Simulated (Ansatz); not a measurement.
# How fast states decay through CsLaSO, part 2 of 2

A new crystal, CsLaSO: structure, gap and complex bands. It is built by putting O for part of the S in the CsLaS2 structure of space group R-3m, with the volume rescaled by atomic radii. The parent structure comes from the Materials Project.

Ansatz 0.2.0; PBE DFT, plane waves, PAW files (the session's first sound run).

So far, gap on the k-mesh (eV): step 3 (band edges, PBE) 2.34; step 5 (LDA) 2.15.

The structure was built from a prototype and need not be the compound's stable phase.

## (6) Complex bands at another level

This step: LDA DFT, plane waves, PAW files; complex bands by layer matching along the plane's normal (Ansatz 0.2.0).

The complex bands at that level, over its own gap, at (0, 0) and (-0.5, -0.5).

File input.yaml:

```yaml
crystal:
  lattice:
    - [4.014069488, 0.0, 0.0]
    - [2.007034744, 3.476286149, 0.0]
    - [2.007034744, -1.15876205, 7.678552496]
  atoms:
    - { symbol: Cs, position: [0.9998331, 8.345e-05, 0.00025035] }
    - { symbol: La, position: [0.0249010276, 0.4875494862, 0.4626484586] }
    - { symbol: O, position: [0.4375441748, 0.7812279126, 0.3436837378] }
    - { symbol: S, position: [0.5377216974, 0.2311391513, 0.6934174539] }
kpoints:
  mp_grid: { grid: [8, 8, 8] }
scf:
  occupations: { method: fixed }
hamiltonian:
  xc: lda
output:
  eigenvalues: true
  transmission:
    leads: [[0, 0]]
    kpoints: [[0.0, 0.0], [-0.5, -0.5]]
    e_range: [-1.0, 3.15]
    de: 0.07
```

Started as:

```sh
> ansatz run input.yaml --threads 2 --pin off --max-ram 4096MiB --backend cpu --events-out ev --progress --plain --runs-dir out
```

The job ended after 15 s (2 threads of Arm Neoverse V2, shared host; peak memory 0.5 GiB; 29 s of CPU time).

Numbers from this step:

```yaml
free_energy: -13012.1780 eV
level_to_which_the_leads_are_filled: 1.074 eV from the Fermi level
decay_constant_at_the_filling_level_zone_centre: 0.2897 Å⁻¹
decay_constant_at_the_filling_level_slowest_listed_point: 0.2897 Å⁻¹
```

K parallel (0, 0); values up to 1.5 1/Å, a degenerate pair printed once or twice; energies at which all values exceed this have no row. The Im kz of the slowest decaying states by energy, zero at the highest filled level on the SCF mesh:

| energy (eV) | decay 1 (Å⁻¹) | decay 2 (Å⁻¹) | decay 3 (Å⁻¹) | decay 4 (Å⁻¹) |
| --- | --- | --- | --- | --- |
| -1.0000 | 0.566 | 0.931 | 1.05 | - |
| -0.7200 | 0.529 | 0.911 | 1.03 | - |
| -0.5100 | 0.137 | 0.485 | 0.894 | 1.02 |
| -0.2300 | 0.208 | 0.374 | 0.871 | 0.992 |
| -0.0200 | 0.239 | 0.853 | 0.974 | - |
| 0.2600 | 0.266 | 0.410 | 0.781 | 0.875 |
| 0.4700 | 0.279 | 0.478 | 0.744 | 0.873 |
| 0.7500 | 0.289 | 0.529 | 0.696 | 0.864 |
| 1.0300 | 0.290 | 0.559 | 0.647 | 0.853 |
| 1.2400 | 0.287 | 0.575 | 0.609 | 0.843 |
| 1.5200 | 0.275 | 0.552 | 0.589 | 0.818 |
| 1.7300 | 0.260 | 0.504 | 0.596 | 0.793 |
| 2.0100 | 0.227 | 0.428 | 0.602 | 0.756 |
| 2.2200 | 0.178 | 0.348 | 0.604 | 0.727 |
| 2.5000 | 0.153 | 0.605 | 0.682 | 0.761 |
| 2.7800 | 0.228 | 0.619 | 0.737 | - |
| 2.9900 | 0.224 | 0.598 | 0.717 | - |

K parallel (-0.5, -0.5); values up to 1.5 1/Å, a degenerate pair printed once or twice; energies at which all values exceed this have no row. Table of Im kz of the slowest decaying states by energy, zero at the highest filled level on the SCF mesh:

| energy (eV) | decay 1 (Å⁻¹) | decay 2 (Å⁻¹) | decay 3 (Å⁻¹) | decay 4 (Å⁻¹) |
| --- | --- | --- | --- | --- |
| -1.00 | 0.0579 | 0.185 | 0.408 | 0.827 |
| -0.86 | 0.368 | 0.400 | 0.730 | 1.31 |
| -0.65 | 0.150 | 0.364 | 0.521 | 0.622 |
| -0.51 | 0.231 | 0.307 | 0.573 | 0.582 |
| -0.37 | 0.120 | 0.282 | 0.560 | 0.601 |
| -0.16 | 0.328 | 0.337 | 0.542 | 0.617 |
| -0.02 | 0.364 | 0.422 | 0.535 | 0.620 |
| 0.19 | 0.397 | 0.510 | 0.527 | 0.617 |
| 0.33 | 0.414 | 0.522 | 0.555 | 0.613 |
| 0.47 | 0.427 | 0.517 | 0.594 | 0.608 |
| 0.68 | 0.437 | 0.510 | 0.602 | 0.646 |
| 0.82 | 0.438 | 0.504 | 0.600 | 0.680 |
| 0.96 | 0.433 | 0.498 | 0.601 | 0.714 |
| 1.17 | 0.414 | 0.488 | 0.607 | 0.770 |
| 1.31 | 0.394 | 0.481 | 0.613 | 0.814 |
| 1.45 | 0.369 | 0.473 | 0.621 | 0.869 |
| 1.66 | 0.319 | 0.460 | 0.635 | 0.988 |
| 1.80 | 0.276 | 0.450 | 0.645 | 0.956 |
| 1.94 | 0.218 | 0.439 | 0.655 | 0.882 |
| 2.15 | 0.421 | 0.672 | 0.809 | 1.12 |
| 2.29 | 0.407 | 0.684 | 0.773 | 1.10 |
| 2.50 | 0.385 | 0.706 | 0.729 | 1.05 |
| 2.64 | 0.0911 | 0.368 | 0.702 | 0.726 |
| 2.78 | 0.119 | 0.349 | 0.677 | 0.758 |
| 2.99 | 0.113 | 0.316 | 0.638 | 0.837 |
| 3.13 | 0.0757 | 0.291 | 0.611 | 0.823 |

At the listed wavevectors the last open channel is at -0.02 eV and the next at +2.15 eV on the grid. At +1.10 eV, the grid energy nearest the filling level (the middle of the gap on the SCF mesh), the slowest state at the listed wavevectors decays with κ = 0.290 Å⁻¹, its amplitude falling by e over 3.5 Å; the first such run, plane (001), gave 0.311 Å⁻¹ over as many of its listed wavevectors.

## (7) The same cell, other settings

This step: PBE DFT, plane waves, PAW files; complex bands by layer matching along the plane's normal; changed: scf.algorithm = "density_mixing", basis.ecutrho_ratio = 8 (Ansatz 0.2.0).

This run repeats an earlier one, its twin (the complex run, plane (001)), with two settings changed (scf.algorithm, basis.ecutrho_ratio; files written aside). It is meant to test whether the numerical route changes the result or only the time and whether the cutoff of the density is converged. Where the input is shown as a difference, that is against the step before, not the twin.

Changes to input.yaml since step 6:

```diff
@@ -14,4 +14,5 @@
   occupations: { method: fixed }
+  algorithm: density_mixing
 hamiltonian:
-  xc: lda
+  xc: pbe
 output:
@@ -20,4 +21,6 @@
     leads: [[0, 0]]
-    kpoints: [[0.0, 0.0], [-0.5, -0.5]]
-    e_range: [-1.0, 3.15]
+    kpoints: [[0.0, 0.0], [-0.5, -0.5], [0.5, 0.0]]
+    e_range: [-1.0, 3.34]
     de: 0.07
+basis:
+  ecutrho_ratio: 8
```

It took 19 s on 2 threads; peak memory 0.52 GiB.

This step gave:

* free energy: -13396.5734 eV
* Fermi energy: 7.082 eV
* gap on the k-mesh: 2.342 eV
* level to which the leads are filled: 1.171 eV from the Fermi level
* decay constant at the filling level, zone centre: 0.3114 Å⁻¹
* decay constant at the filling level, slowest listed point: 0.3114 Å⁻¹

K parallel (0, 0); values up to 1.5 1/Å, a degenerate pair printed once or twice; energies at which all values exceed this have no row. Im kz of the slowest decaying states against energy, zero at the highest filled level on the SCF mesh:

| energy (eV) | decay 1 (Å⁻¹) | decay 2 (Å⁻¹) | decay 3 (Å⁻¹) | decay 4 (Å⁻¹) |
| --- | --- | --- | --- | --- |
| -1.00 | 0.564 | 0.951 | 1.07 | - |
| -0.79 | 0.540 | 0.936 | 1.05 | - |
| -0.58 | 0.0894 | 0.503 | 0.920 | 1.04 |
| -0.37 | 0.177 | 0.443 | 0.904 | 1.02 |
| -0.16 | 0.224 | 0.321 | 0.887 | 1.00 |
| -0.02 | 0.246 | 0.875 | 0.990 | - |
| 0.12 | 0.263 | 0.325 | 0.850 | 0.877 |
| 0.33 | 0.283 | 0.440 | 0.802 | 0.888 |
| 0.54 | 0.296 | 0.496 | 0.764 | 0.886 |
| 0.75 | 0.305 | 0.532 | 0.729 | 0.881 |
| 0.96 | 0.310 | 0.557 | 0.693 | 0.874 |
| 1.17 | 0.311 | 0.574 | 0.657 | 0.865 |
| 1.38 | 0.309 | 0.587 | 0.618 | 0.853 |
| 1.59 | 0.303 | 0.577 | 0.596 | 0.829 |
| 1.80 | 0.293 | 0.532 | 0.602 | 0.803 |
| 2.01 | 0.277 | 0.481 | 0.606 | 0.777 |
| 2.22 | 0.255 | 0.420 | 0.608 | 0.748 |
| 2.50 | 0.201 | 0.300 | 0.609 | 0.706 |
| 2.71 | 0.0886 | 0.610 | 0.669 | 0.767 |
| 2.92 | 0.214 | 0.620 | 0.749 | - |
| 3.13 | 0.221 | 0.599 | 0.729 | - |
| 3.34 | 0.202 | 0.574 | 0.707 | - |

K parallel (-0.5, -0.5); values up to 1.5 1/Å, a degenerate pair printed once or twice; energies at which all values exceed this have no row. Im kz of the slowest decaying states against energy, zero at the highest filled level on the SCF mesh:

| energy (eV) | decay 1 (Å⁻¹) | decay 2 (Å⁻¹) | decay 3 (Å⁻¹) | decay 4 (Å⁻¹) |
| --- | --- | --- | --- | --- |
| -1.0000 | 0.0894 | 0.398 | 0.924 | 1.25 |
| -0.7200 | 0.376 | 0.441 | 0.722 | 1.32 |
| -0.5100 | 0.224 | 0.306 | 0.561 | 0.628 |
| -0.2300 | 0.231 | 0.320 | 0.575 | 0.622 |
| -0.0200 | 0.366 | 0.414 | 0.558 | 0.634 |
| 0.2600 | 0.410 | 0.526 | 0.544 | 0.634 |
| 0.4700 | 0.433 | 0.536 | 0.585 | 0.628 |
| 0.7500 | 0.450 | 0.525 | 0.619 | 0.653 |
| 1.0300 | 0.449 | 0.514 | 0.616 | 0.717 |
| 1.2400 | 0.433 | 0.504 | 0.619 | 0.769 |
| 1.5200 | 0.395 | 0.488 | 0.630 | 0.858 |
| 1.7300 | 0.352 | 0.475 | 0.641 | 0.961 |
| 2.0100 | 0.270 | 0.455 | 0.657 | 0.912 |
| 2.2200 | 0.169 | 0.437 | 0.669 | 0.830 |
| 2.5000 | 0.410 | 0.687 | 0.759 | 1.10 |
| 2.7800 | 0.0537 | 0.377 | 0.703 | 0.709 |
| 2.9900 | 0.111 | 0.348 | 0.664 | 0.739 |
| 3.2700 | 0.0780 | 0.299 | 0.609 | 0.829 |

K parallel (0.5, 0); values up to 1.5 1/Å, a degenerate pair printed once or twice; energies at which all values exceed this have no row. The Im kz of the slowest decaying states by energy, zero at the highest filled level on the SCF mesh:

| energy (eV) | decay 1 (Å⁻¹) | decay 2 (Å⁻¹) | decay 3 (Å⁻¹) | decay 4 (Å⁻¹) |
| --- | --- | --- | --- | --- |
| -1.0000 | 0.0894 | 0.398 | 0.924 | 1.25 |
| -0.7200 | 0.376 | 0.441 | 0.722 | 1.32 |
| -0.5100 | 0.224 | 0.306 | 0.561 | 0.628 |
| -0.2300 | 0.231 | 0.320 | 0.575 | 0.622 |
| -0.0200 | 0.366 | 0.414 | 0.558 | 0.634 |
| 0.2600 | 0.410 | 0.526 | 0.544 | 0.634 |
| 0.4700 | 0.433 | 0.536 | 0.585 | 0.628 |
| 0.7500 | 0.450 | 0.525 | 0.619 | 0.653 |
| 1.0300 | 0.449 | 0.514 | 0.616 | 0.717 |
| 1.2400 | 0.433 | 0.504 | 0.619 | 0.769 |
| 1.5200 | 0.395 | 0.488 | 0.630 | 0.858 |
| 1.7300 | 0.352 | 0.475 | 0.641 | 0.961 |
| 2.0100 | 0.270 | 0.455 | 0.657 | 0.912 |
| 2.2200 | 0.169 | 0.437 | 0.669 | 0.830 |
| 2.5000 | 0.410 | 0.687 | 0.759 | 1.10 |
| 2.7800 | 0.0537 | 0.377 | 0.703 | 0.709 |
| 2.9900 | 0.111 | 0.348 | 0.664 | 0.739 |
| 3.2700 | 0.0780 | 0.299 | 0.609 | 0.829 |

The energy agrees with the twin's within 2e-6 eV and the result to the printed digits, after as many cycles: the change makes no difference here.

## (8) Outcome

```json
{
  "band gap": "2.34 eV",
  "least decay constant at mid-gap, normal to (001)": "0.311 Å⁻¹",
  "least decay constant, LDA": "0.290 Å⁻¹"
}
```

**Reading.** With PBE, the slowest decay at the wavevectors tried is κ = 0.311 Å⁻¹, normal to (001). Through such a film the transmission near mid-gap falls as exp(−2κd), a factor of ten every 3.7 Å. A free electron under a barrier of half the gap would need a mass of 0.32 mₑ to decay at this rate. With LDA the gap goes from 2.34 to 2.15 eV and the decay constant, over the first 2 listed wavevectors, from 0.311 to 0.290 Å⁻¹. The compound is made up by substitution; its stability against other phases and against distortions of the cell's symmetry was not tested. A semilocal functional narrows gaps, so real decay constants are likely larger.

[Logs are printed without paths, hosts, clocks, repeated set-up lines and the standing remarks that a program may print on its own settings, such as how far it seeks lower states.]

[Hosts, paths, dates, database ids (printed as entryN), source tags and the programs' standing remarks are cut or masked in the printed files.]
